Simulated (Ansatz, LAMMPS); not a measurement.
# Amorphous Si0.7Ge0.3 (120 atoms) under strain, part 2 of 3

How stiff is amorphous Si0.7Ge0.3 (120 atoms), and how do its levels respond to strain?

Ansatz 0.2.0; Kohn-Sham DFT, PBE, PAW (set soft_1), plane waves.

The cell: 84 Si and 36 Ge. The quench rate of 10 K/ps is orders of magnitude faster than experiment. The network of bonds at the start is that of the classical potential that made the cell. Sampling is at Γ alone.

So far. Step 2 (Single point at the start): The r.m.s. force at the start is 0.24 eV/Å. Step 3 (Cell and atoms relaxed): The relaxation converged after 8 steps, with a largest force component of 0.031 eV/Å.

## Step 4: Single point at the relaxed geometry

One more single point at the end of the walk gives the fuller output and checks the residual forces.

Contents of input.yaml:

```yaml
crystal:
  lattice:
    - [13.5678, 0.13541, -0.01078]
    - [0.13541, 13.76284, 0.22096]
    - [-0.01078, 0.22096, 13.87737]
  atoms:
    - { symbol: Si, position: [0.05812, 0.00343, 0.48415] }
    - { symbol: Si, position: [0.50152, 0.31231, 0.39582] }
    - { symbol: Si, position: [0.18128, 0.32345, 0.65754] }
    - { symbol: Si, position: [0.59504, 0.05523, 0.44691] }
    - { symbol: Si, position: [0.00769, 0.9553, 0.78804] }
    - { symbol: Si, position: [0.26547, 0.66473, 0.89793] }
    [... 108 atom lines left out ...]
    - { symbol: Ge, position: [0.63894, 0.7981, 0.77971] }
    - { symbol: Ge, position: [0.65276, 0.40417, 0.36584] }
    - { symbol: Ge, position: [0.36709, 0.12858, 0.26396] }
    - { symbol: Ge, position: [0.92721, 0.51525, 0.51338] }
    - { symbol: Ge, position: [0.47622, 0.59676, 0.69146] }
    - { symbol: Ge, position: [0.20635, 0.17701, 0.76319] }
kpoints:
  mp_grid: { grid: [1, 1, 1] }
hamiltonian:
  xc: pbe
  pseudopotentials: { kind: paw, azcp: { folder: soft_1 } }
scf:
  occupations: { method: gaussian, width: 0.05 }
output:
  forces: true
  stress: true
  populations: true
  dos:
    method: { smearing: { sigma: 0.1 } }
    de: 0.1
    projected: { site_lists: { Ge: [Ge], Si: [Si] } }
  eigenvalues: true
  write_density: true
  write_potential: true
  volumetric_format: npy
  elf: true
```

On the command line:

```sh
$ ansatz run input.yaml --threads 4 --pin off --max-ram 15872MiB --backend cpu --events-out ev --progress --plain --runs-dir out
```

Numbers of over 12 decimals in the logs are rounded to 6 here.

The log of the run:

```text
[...]
Crystal: 120 atoms, lattice volume = 2590.422 Å³
Basis set: ecut = 420 eV, 50609 PW (Γ), exchange–correlation on 192×192×192 points (8 copies of the dense FFT grid, shifted against one another)
Bands: 540, of which v1, the nominal top of the filled ones, is band 420 counted from 1 (419 counted from 0)
Symmetry: 1 space group operations
[...]
k-points: 1
[...]
SCF iter   1: F=—  HF=-208015.963807 eV  |F-HF|=—  |Δ(HF+E_count)|=         —  Δρ=4.01e-2  dr2=6.89e1  ethr=3.10e-3  ⟨swp⟩=6.0  Hψ=2257  notcnv=0  defer=68
[...]
SCF iter  12: F=-208003.526579 eV  HF=-208003.526579 eV  |F-HF|=4.39e-8  |Δ(HF+E_count)|=   5.10e-7  Δρ=7.99e-7  dr2=3.66e-8  ethr=1.19e-11  ⟨swp⟩=19.0  Hψ=4844  notcnv=0
SCF 1 converged in 12 iterations: F = -208003.526579 eV  dr2 = 3.66e-8
[...]
SCF converged after 12 iterations
Free energy (F): -208003.526579 eV
[...]
Internal energy: -208003.525351 eV  (E = F + TS)
E sigma→0 (E₀):  -208003.525965 eV
Entropy (-TS):   -0.001228 eV (-0.010 meV/atom)
Fermi energy:    6.654003 eV
[...]
--- Forces (eV/Å), atoms counted from 1 ---
  atom   1  Si    -0.00237321     0.00186778    -0.00502972
  atom   2  Si     0.00201505     0.00155961    -0.00074851
  atom   3  Si    -0.00084984     0.00326523     0.00135136
  atom   4  Si    -0.00754432     0.00131959    -0.00903229
  atom   5  Si     0.00214505    -0.00782840     0.00171226
  atom   6  Si    -0.00120344    -0.00199791    -0.00132921
  atom   7  Si    -0.00480410    -0.00206445     0.00122749
  atom   8  Si    -0.00183043    -0.00295084    -0.00163417
  atom   9  Si     0.00052717    -0.00393034    -0.00529820
  atom  10  Si     0.00549098     0.00574064     0.00482226
  atom  11  Si    -0.00191577    -0.00174382    -0.00197801
  atom  12  Si     0.00209697     0.00538536     0.00530503
  atom  13  Si     0.02198240     0.00335157     0.00571876
  atom  14  Si     0.00089642     0.00292499    -0.00160147
[...]
atom 119  Ge    -0.00212303    -0.00388820     0.01412350
  atom 120  Ge     0.00335038    -0.01947467    -0.01867366
  max |Σ_I F_I| component: 2.07e-5 eV/Å
--- Stress (GPa, compression-positive) ---
        0.011903      -0.002858       0.007108
       -0.002858       0.006548      -0.002540
        0.007108      -0.002540      -0.009529
  P = ⅓ Tr σ = 0.0030 GPa (0.030 kbar)
--- Band table (eV) ---
[...]
--- Löwdin populations: 120 sites ---
  site symbol       q [e]
     0     Si      3.9561
     1     Si      3.9240
     2     Si      3.8998
[...]
119     Ge     14.0842
  spilling = 0.005886 (of n_electrons = 840.000000)
```

The job ended after 43 s (4 threads of Intel Xeon Platinum 8488C (Sapphire Rapids), shared host; peak memory 3.8 GiB; 2.7 min of CPU time).

The run gave:

- free energy: -208003.5266 eV
- free energy per atom: -1733.3627 eV/atom
- SCF cycles: 12
- pressure: 0.002974 GPa
- r.m.s. force component: 0.00579 eV/Å
- longest force: 0.04007 eV/Å
- Fermi energy: 6.654 eV
- gap (highest filled to lowest empty level): 0.1956 eV
- spilling of the projection: 0.005886

Löwdin charges by element and coordination (they lack the spilled electrons, 0.041 e an atom on average):

| element | coordination | atoms | mean charge (e) | spread | least | most |
| --- | --- | --- | --- | --- | --- | --- |
| Ge | all | 36 | -0.0274 | 0.0444 | -0.168 | 0.0546 |
| Ge | 3 | 2 | -0.0274 | 0.0373 | -0.0647 | 0.0099 |
| Ge | 4 | 33 | -0.0283 | 0.0452 | -0.168 | 0.0546 |
| Ge | 5 | 1 | 0.0022 | 0 | 0.0022 | 0.0022 |
| Si | all | 84 | 0.0706 | 0.0303 | 0.006 | 0.137 |
| Si | 4 | 79 | 0.0706 | 0.03 | 0.006 | 0.134 |
| Si | 5 | 5 | 0.0716 | 0.0334 | 0.0451 | 0.137 |

States in the cell by windows of 1 eV, zero at the Fermi level; the larger projections on atomic orbitals stand beside the total:

| from (eV) | to (eV) | total | Si p | Ge p | Si s | Ge s |
| --- | --- | --- | --- | --- | --- | --- |
| -14 | -13 | 0.0 | 0.0 | 0.0 | 0.0 | 0.0 |
| -13 | -12 | 2.1 | 0.0 | 0.0 | 1.3 | 0.7 |
| -12 | -11 | 25.2 | 4.1 | 1.7 | 11.7 | 7.5 |
| -11 | -10 | 28.1 | 5.5 | 2.2 | 12.7 | 7.4 |
| -10 | -9 | 40.4 | 8.7 | 3.3 | 18.0 | 10.1 |
| -9 | -8 | 32.3 | 8.2 | 3.0 | 14.1 | 6.7 |
| -8 | -7 | 28.1 | 8.7 | 3.2 | 11.0 | 5.0 |
| -7 | -6 | 31.2 | 10.9 | 4.1 | 11.5 | 4.4 |
| -6 | -5 | 30.9 | 13.3 | 5.1 | 9.2 | 3.0 |
| -5 | -4 | 39.7 | 23.0 | 8.3 | 5.9 | 2.1 |
| -4 | -3 | 59.0 | 38.3 | 15.1 | 3.6 | 1.4 |
| -3 | -2 | 69.3 | 45.3 | 18.8 | 3.2 | 1.2 |
| -2 | -1 | 68.2 | 43.7 | 19.8 | 2.5 | 1.1 |
| -1 | 0 | 25.8 | 14.0 | 8.9 | 1.3 | 0.8 |
| 0 | 1 | 26.3 | 11.6 | 6.3 | 4.1 | 2.2 |
| 1 | 2 | 59.0 | 26.8 | 11.3 | 9.7 | 4.1 |
| 2 | 3 | 78.1 | 36.3 | 15.7 | 10.3 | 3.5 |

Between -25 and -14 eV lie 360 more states.

The levels nearest the highest filled one (over half full), pooled over k-points and spins:

| level less the highest filled one (eV) | occupation |
| --- | --- |
| -0.525 | 2 |
| -0.446 | 2 |
| -0.377 | 2 |
| -0.322 | 2 |
| -0.205 | 2 |
| 0 | 1.99 |
| 0.196 | 0.006 |
| 0.317 | 0 |
| 0.391 | 0 |
| 0.639 | 0 |
| 0.771 | 0 |
| 0.780 | 0 |

ELF in the bc plane at fractional x = 0.352, with atoms of Si and Ge within 0.2 Å of it. It is the smooth field of the valence electrons, not physical close to the nuclei.

Ten even steps from '0' (0.02) to '9' (0.94), each cell a mean:
```
521001257875211246764321111123443112466
652113578986311246766666556677555666666
464235655567654578876777668998536999644
564225654479985589875444445777546898644
752113565689964446641100011245655555678
642000233345676665310000000012332101357
664200000002589996200122100001221000146
987410000013567776434565310001344322368
676531000025644458985577520002566556676
434542000146875579985445520015787668974
556641000125676667875667520025898767875
676420000001222112358999741012566533335
232100000000000000147887653211111100012
532100000123321001357644477532100002455
554211001344444323579964588753100025665
467644334442234554567875566543321246643
788633456542224555445532112222332356654
666412246654444444455542100001234445544
134543444334444211356554420000245542111
136888742012454321244434542001356542000
366777752112456655544334552013444442101
676454776422467887765445531025655443223
677546888655567766653222210024776543223
344445566655444556642000000012454311233
```
Columns run along b (13.8 Å), rows up along c (13.9 Å). Atoms in or near the plane, at fractional coordinates: Si at (0.01, 0.59), Si at (0.97, 0.88), Si at (0.55, 0.59), Si at (0.38, 0.63), Si at (0.10, 0.09), Si at (0.59, 0.42), Si at (0.22, 0.87), Ge at (0.31, 0.32).

Valence density in the bc plane at fractional x = 0.352, with atoms of Si and Ge within 0.2 Å of it. It is the smooth field of the valence electrons, not physical close to the nuclei.

Ten steps, logarithmic in the rise over the least value, from '0' (0 e/Å³) to '9' (21 e/Å³), each cell a mean:
```
100000011111000001110000000001111000111
110000112211000011111100011111111111112
111001111122111111111100111122112222111
211001111122221222111000001112112222211
210000111122221112100000000011111111112
110000000001122221000000000000000000011
110000000000122221000000000000000000001
211000000000122221111111000000000000011
221100000001111122221121100000111111122
111100000001121122221111100001122222221
111100000000111111111122100001122211121
111000000000000000011222100000111110011
000000000000000000001222111000000000000
110000000000000000011211121100000000011
111000000112211000112221221110000001111
122111111247852111222211111000000001211
222356421248963111222110000000000011111
112489732123321111111110000000000001111
001256421001111000011111100000000000000
001222210000111100012343210000011100000
011222110000111111112454210000122210000
111111211000111221111222110001233211000
112112221111111111110000000001222211000
111111111111101111100000000001111100001
```
Columns run along b (13.8 Å), rows up along c (13.9 Å). Atoms in or near the plane, at fractional coordinates: Si at (0.01, 0.59), Si at (0.97, 0.88), Si at (0.55, 0.59), Si at (0.38, 0.63), Si at (0.10, 0.09), Si at (0.59, 0.42), Si at (0.22, 0.87), Ge at (0.31, 0.32).

Between filled and empty levels lie 0.196 eV (at Γ alone); a semilocal functional tends to put such gaps too low. In a disordered cell it changes from sample to sample, and tail or defect levels can set it. Mean Löwdin charges: Ge -0.03, Si +0.07 e (they miss 0.59 % of the electrons, so they add up to more than the cell's charge). Charges this small depend on the projection, at times even in sign. Within 0.4 eV of the Fermi level the largest share is Si p (48 % of the projected weight).

## Step 5: Volume -3 %

The relaxed cell is scaled evenly and the atoms are relaxed again; the stress at the end gives one point of P(V).

input.yaml, the sections that differ from step 4:

```yaml
crystal:
  lattice:
    - [13.43074, 0.13404, -0.01067]
    - [0.13404, 13.62381, 0.21873]
    - [-0.01067, 0.21873, 13.73718]
  atoms:
    [... the 120 atom lines of step 4 ...]
output:
  forces: true
  eigenvalues: true
  stress: true
relax:
  f_tol: 0.05
  max_steps: 70
# kpoints, hamiltonian, scf: as in step 4
```

The log of the run:

```text
Warning: output.stress: scf.convergence.dr2_threshold = 1e-7 eV (the SCF's general default) is looser than the 1.08e-8 eV advised for a printed stress (1e-10 eV for each atom of the cell: 120, of which 108 are counted). What an SCF threshold leaves in a stress goes as its square root, and in the free energy as the threshold itself, and one threshold admits the most on a small cell: [...]
[...]
Crystal: 120 atoms, lattice volume = 2512.708 Å³
Basis set: ecut = 420 eV, 49093 PW (Γ), exchange–correlation on 180×192×192 points (8 copies of the dense FFT grid, shifted against one another)
Bands: 540, of which v1, the nominal top of the filled ones, is band 420 counted from 1 (419 counted from 0)
Symmetry: 1 space group operations
[...]
k-points: 1
[...]
SCF iter   1: F=—  HF=-208016.290550 eV  |F-HF|=—  |Δ(HF+E_count)|=         —  Δρ=4.17e-2  dr2=7.15e1  ethr=3.10e-3  ⟨swp⟩=6.0  Hψ=2291  notcnv=0  defer=66
[...]
SCF iter   9: F=—  HF=-208002.950643 eV  |F-HF|=—  |Δ(HF+E_count)|=   1.08e-4  Δρ=1.70e-5  dr2=1.12e-5  ethr=7.11e-9  ⟨swp⟩=14.0  Hψ=3240  notcnv=0
SCF iter  10: F=-208002.950650 eV  HF=-208002.950648 eV  |F-HF|=1.36e-6  |Δ(HF+E_count)|=   5.03e-6  Δρ=6.31e-6  dr2=1.83e-6  ethr=1.33e-9  ⟨swp⟩=3.0  Hψ=1697  notcnv=0
SCF 1 converged in 10 iterations: F = -208002.950650 eV  dr2 = 1.83e-6
[...]
relax step   1: F+E_penalty+E_count = -208002.95064975 eV  Δ(F+E_penalty+E_count) = +0.000e0 eV  max|allowed force component| = 1.751e-1 eV/Å  Δτ_max = 0.0000 Å  (10 SCF iters, dr2 threshold 6.25e-5 eV, accepted)
[...]
relax step   2: F+E_penalty+E_count = -208003.01981253 eV  Δ(F+E_penalty+E_count) = -6.916e-2 eV  max|allowed force component| = 7.886e-2 eV/Å  Δτ_max = 0.0451 Å  (9 SCF iters, accepted)
[...]
relax step   3: F+E_penalty+E_count = -208003.03418244 eV  Δ(F+E_penalty+E_count) = -1.437e-2 eV  max|allowed force component| = 3.267e-2 eV/Å  Δτ_max = 0.0270 Å  (9 SCF iters, accepted)
SCF converged after 9 iterations
Free energy (F): -208003.034182 eV
[...]
Internal energy: -208003.033117 eV  (E = F + TS)
E sigma→0 (E₀):  -208003.033650 eV
Entropy (-TS):   -0.001065 eV (-0.009 meV/atom)
Fermi energy:    6.995606 eV
[...]
Σ components = -208003.034182   (vs F -208003.034182, Δ=0.00e0)
--- Forces (eV/Å), atoms counted from 1 ---
  atom   1  Si     0.00554776     0.00066817    -0.00438621
  atom   2  Si    -0.00312437    -0.00624224    -0.00644722
  atom   3  Si     0.00263513    -0.01435310     0.00308377
  atom   4  Si    -0.01140523    -0.00782936    -0.01189089
[...]
atom 120  Ge    -0.01122500     0.01118140    -0.00069227
  max |Σ_I F_I| component: 1.97e-5 eV/Å
--- Stress (GPa, compression-positive) ---
        2.061105      -0.031360      -0.017728
       -0.031360       2.138315      -0.037160
       -0.017728      -0.037160       2.071780
  P = ⅓ Tr σ = 2.0904 GPa (20.904 kbar)
--- Band table (eV) ---
[...]
--- Relaxed structure (3 steps of the walk, 3 accepted, 0 SCFs on fresh bases) ---
  F+E_penalty+E_count = -208003.03418244 eV   max|allowed force component| = 3.267e-2 eV/Å
  atoms:
    - { symbol: Si, position: [0.057478, 0.00343992, 0.485098] }
    - { symbol: Si, position: [0.500859, 0.313023, 0.394182] }
    - { symbol: Si, position: [0.180579, 0.323873, 0.657383] }
    - { symbol: Si, position: [0.594872, 0.055176, 0.447150] }
[...]
- { symbol: Ge, position: [0.206822, 0.177087, 0.762630] }
```

The job ended after 87 s (4 threads; peak memory 3.7 GiB; 5.5 min of CPU time).

The program notes that the SCF threshold is loose for the stress.

The relaxation converged after 3 steps, 0.0835 eV below its start, with a largest force component of 0.033 eV/Å.

Volume -3 %: the energy stands 0.492 eV above that of the reference, at a pressure of 2.09 GPa.

## Step 6: Volume +3 %

The relaxed cell is scaled to another volume.

Input and log are left out; they have the form of those shown for this kind of step.

Elapsed: 66 s, on 4 threads of Intel Xeon Platinum 8488C (Sapphire Rapids), shared host; peak memory 3.9 GiB; 4.2 min of CPU time.

The relaxation converged after 2 steps, 0.0613 eV below its start, with a largest force component of 0.048 eV/Å.

Volume +3 %: the energy stands 0.451 eV above that of the reference, at a pressure of -1.86 GPa.

## Step 7: Volume -6 %

The relaxed cell is scaled to another volume.

Input and log are left out; they have the form of those shown for this kind of step.

The job ended after 3 min (4 threads of Intel Xeon Platinum 8488C (Sapphire Rapids), shared host; peak memory 3.6 GiB).

The relaxation converged after 7 steps, 0.384 eV below its start, with a largest force component of 0.020 eV/Å.

Volume -6 %: the energy stands 2.05 eV above that of the reference, at a pressure of 4.41 GPa.

## Step 8: Volume +6 %

The relaxed cell is scaled to another volume.

input.yaml, the sections that differ from step 5:

```yaml
crystal:
  lattice:
    - [13.8339, 0.13807, -0.01099]
    - [0.13807, 14.03277, 0.22529]
    - [-0.01099, 0.22529, 14.14954]
  atoms:
    [... the 120 atom lines of step 4 ...]
# kpoints, hamiltonian, scf, output, relax: as in step 5
```

The log of the run:

```text
[...]
Crystal: 120 atoms, lattice volume = 2745.847 Å³
Basis set: ecut = 420 eV, 53659 PW (Γ), exchange–correlation on 192×192×192 points (8 copies of the dense FFT grid, shifted against one another)
Bands: 540, of which v1, the nominal top of the filled ones, is band 420 counted from 1 (419 counted from 0)
Symmetry: 1 space group operations
[...]
k-points: 1
[...]
SCF iter   1: F=—  HF=-208012.536428 eV  |F-HF|=—  |Δ(HF+E_count)|=         —  Δρ=3.72e-2  dr2=6.50e1  ethr=3.10e-3  ⟨swp⟩=6.0  Hψ=2276  notcnv=0  defer=63
[...]
SCF iter   9: F=—  HF=-208001.580438 eV  |F-HF|=—  |Δ(HF+E_count)|=   1.39e-4  Δρ=1.68e-5  dr2=1.32e-5  ethr=7.44e-9  ⟨swp⟩=14.0  Hψ=3195  notcnv=0
SCF iter  10: F=-208001.580449 eV  HF=-208001.580448 eV  |F-HF|=1.20e-6  |Δ(HF+E_count)|=   1.04e-5  Δρ=6.75e-6  dr2=2.44e-6  ethr=1.57e-9  ⟨swp⟩=3.0  Hψ=1733  notcnv=0
SCF 1 converged in 10 iterations: F = -208001.580449 eV  dr2 = 2.44e-6
[...]
relax step   1: F+E_penalty+E_count = -208001.58044936 eV  Δ(F+E_penalty+E_count) = +0.000e0 eV  max|allowed force component| = 2.856e-1 eV/Å  Δτ_max = 0.0000 Å  (10 SCF iters, dr2 threshold 6.25e-5 eV, accepted)
[...]
relax step   2: F+E_penalty+E_count = -208001.80457500 eV  Δ(F+E_penalty+E_count) = -2.241e-1 eV  max|allowed force component| = 9.738e-2 eV/Å  Δτ_max = 0.1010 Å  (8 SCF iters, dr2 threshold 5.10e-6 eV, accepted)
[...]
relax step   3: F+E_penalty+E_count = -208001.83273060 eV  Δ(F+E_penalty+E_count) = -2.816e-2 eV  max|allowed force component| = 5.314e-2 eV/Å  Δτ_max = 0.0311 Å  (9 SCF iters, accepted)
relax step   4: F+E_penalty+E_count = -208001.83863707 eV  Δ(F+E_penalty+E_count) = -5.906e-3 eV  max|allowed force component| = 5.839e-2 eV/Å  Δτ_max = 0.0261 Å  (8 SCF iters, accepted)
relax step   5: F+E_penalty+E_count = -208001.84377231 eV  Δ(F+E_penalty+E_count) = -5.135e-3 eV  max|allowed force component| = 7.398e-2 eV/Å  Δτ_max = 0.0471 Å  (9 SCF iters, accepted)
relax step   6: F+E_penalty+E_count = -208001.85691374 eV  Δ(F+E_penalty+E_count) = -1.314e-2 eV  max|allowed force component| = 1.092e-1 eV/Å  Δτ_max = 0.1507 Å  (7 SCF iters, dr2 threshold 5.47e-6 eV, accepted)
relax step   7: F+E_penalty+E_count = -208001.87233495 eV  Δ(F+E_penalty+E_count) = -1.542e-2 eV  max|allowed force component| = 2.136e-1 eV/Å  Δτ_max = 0.1983 Å  (7 SCF iters, dr2 threshold 1.19e-5 eV, accepted)
relax step   8: F+E_penalty+E_count = -208001.90537054 eV  Δ(F+E_penalty+E_count) = -3.304e-2 eV  max|allowed force component| = 2.104e-1 eV/Å  Δτ_max = 0.0584 Å  (5 SCF iters, dr2 threshold 4.56e-5 eV, accepted)
relax step   9: F+E_penalty+E_count = -208001.97580406 eV  Δ(F+E_penalty+E_count) = -7.043e-2 eV  max|allowed force component| = 1.415e-1 eV/Å  Δτ_max = 0.1950 Å  (6 SCF iters, dr2 threshold 4.30e-5 eV, accepted)
relax step  10: F+E_penalty+E_count = -208002.00081167 eV  Δ(F+E_penalty+E_count) = -2.501e-2 eV  max|allowed force component| = 1.223e-1 eV/Å  Δτ_max = 0.1936 Å  (7 SCF iters, dr2 threshold 9.05e-6 eV, accepted)
relax step  11: F+E_penalty+E_count = -208002.00105410 eV  Δ(F+E_penalty+E_count) = -2.424e-4 eV  max|allowed force component| = 1.723e-1 eV/Å  Δτ_max = 0.0848 Å  (6 SCF iters, dr2 threshold 6.76e-6 eV, accepted)
relax step  12: F+E_penalty+E_count = -208002.00902399 eV  Δ(F+E_penalty+E_count) = -7.970e-3 eV  max|allowed force component| = 1.007e-1 eV/Å  Δτ_max = 0.0712 Å  (5 SCF iters, dr2 threshold 2.22e-5 eV, accepted)
relax step  13: F+E_penalty+E_count = -208002.01234384 eV  Δ(F+E_penalty+E_count) = -3.320e-3 eV  max|allowed force component| = 1.340e-2 eV/Å  Δτ_max = 0.0248 Å  (5 SCF iters, dr2 threshold 3.46e-6 eV, accepted)
[...]
relax step  14: F+E_penalty+E_count = -208002.01234594 eV  Δ(F+E_penalty+E_count) = -2.101e-6 eV  max|allowed force component| = 1.335e-2 eV/Å  Δτ_max = 0.0000 Å  (5 SCF iters, accepted)
SCF converged after 5 iterations
Free energy (F): -208002.012346 eV
[...]
Internal energy: -208002.012343 eV  (E = F + TS)
E sigma→0 (E₀):  -208002.012344 eV
Entropy (-TS):   -0.000003 eV (-0.000 meV/atom)
Fermi energy:    5.985025 eV
[...]
Σ components = -208002.012346   (vs F -208002.012346, Δ=0.00e0)
--- Forces (eV/Å), atoms counted from 1 ---
  atom   1  Si    -0.00177072     0.00257102    -0.00228269
  atom   2  Si    -0.00136772    -0.00292767     0.00126939
  atom   3  Si     0.00026363     0.00332749     0.00292726
  atom   4  Si     0.00141060    -0.00156895    -0.00237791
[...]
atom 120  Ge    -0.00285401    -0.00187920    -0.00432695
  max |Σ_I F_I| component: 1.31e-5 eV/Å
--- Stress (GPa, compression-positive) ---
       -3.123252       0.050585      -0.156443
        0.050585      -3.376629       0.079638
       -0.156443       0.079638      -3.205568
  P = ⅓ Tr σ = -3.2351 GPa (-32.351 kbar)
--- Band table (eV) ---
[...]
--- Relaxed structure (14 steps of the walk, 14 accepted, 0 SCFs on fresh bases) ---
  F+E_penalty+E_count = -208002.01234594 eV   max|allowed force component| = 1.335e-2 eV/Å
  atoms:
    - { symbol: Si, position: [0.057721, 0.00159055, 0.482234] }
    - { symbol: Si, position: [0.500093, 0.311330, 0.396425] }
    - { symbol: Si, position: [0.181923, 0.323937, 0.659792] }
    - { symbol: Si, position: [0.592767, 0.057197, 0.442453] }
[...]
- { symbol: Ge, position: [0.211535, 0.172183, 0.757692] }
```

Elapsed: 6.1 min, on 4 threads; peak memory 4 GiB.

The relaxation converged after 14 steps, 0.432 eV below its start, with a largest force component of 0.013 eV/Å.

Volume +6 %: the energy stands 1.51 eV above that of the reference, at a pressure of -3.24 GPa.

## Step 9: Volume -10 %

The relaxed cell is scaled to another volume.

Input and log are left out; they have the form of those shown for this kind of step.

It took 5.1 min on 4 threads of Intel Xeon Platinum 8488C (Sapphire Rapids), shared host; peak memory 3.5 GiB; 20 min of CPU time.

The relaxation converged after 14 steps, 1.64 eV below its start, with a largest force component of 0.017 eV/Å.

Volume -10 %: the energy stands 5.68 eV above that of the reference, at a pressure of 7.74 GPa.

[end of part 2 of 3]

[Logs are printed without paths, hosts, clocks, repeated set-up lines and the standing remarks that a program may print on its own settings, such as how far it seeks lower states.]

[Hosts, paths, dates, database ids (printed as entryN), source tags and the programs' standing remarks are cut or masked in the printed files.]
